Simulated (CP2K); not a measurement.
The C K edge of chloroacetaldehyde was computed by TDDFT (CP2K XAS_TDP, aug-pc-1, TDA) at these levels: PBE0, PBEh(45%) and PBEh(45%) + GW2X. The first three lines of C2 (bonded to C, O and H) with a strength over 0.0015, energy in eV and strength:

```csv
run,first,second,third
1,276.32 (0.059),279.88 (0.004),280.46 (0.003)
2,281.32 (0.072),286.62 (0.012),287.20 (0.006)
3,288.04 (0.070),293.34 (0.012),293.92 (0.006)
```

**Question.** Which run is which?

Run 1: PBE0 (25 % exact exchange). Run 2: PBEh(45%) (45 % exact exchange). Run 3: PBEh(45%) + GW2X (45 % exact exchange). Self-interaction lifts the core level, so the uncorrected lines rise with the share of exact exchange. The GW2X run keeps the spacings of its parent: 5.30 eV between the first two lines in run 3, 5.30 eV in run 2. Its shift is +6.72 eV, since the Kohn–Sham level at this share of exchange lies that far above the quasiparticle level.

[Banner, clock and machine lines of the logs are left out without a mark of their own.]

[Logs are printed without paths, hosts, clocks, repeated set-up lines and the standing remarks that a program may print on its own settings, such as how far it seeks lower states.]

[Hosts, paths, dates, database ids (printed as entryN), source tags and the programs' standing remarks are cut or masked in the printed files.]
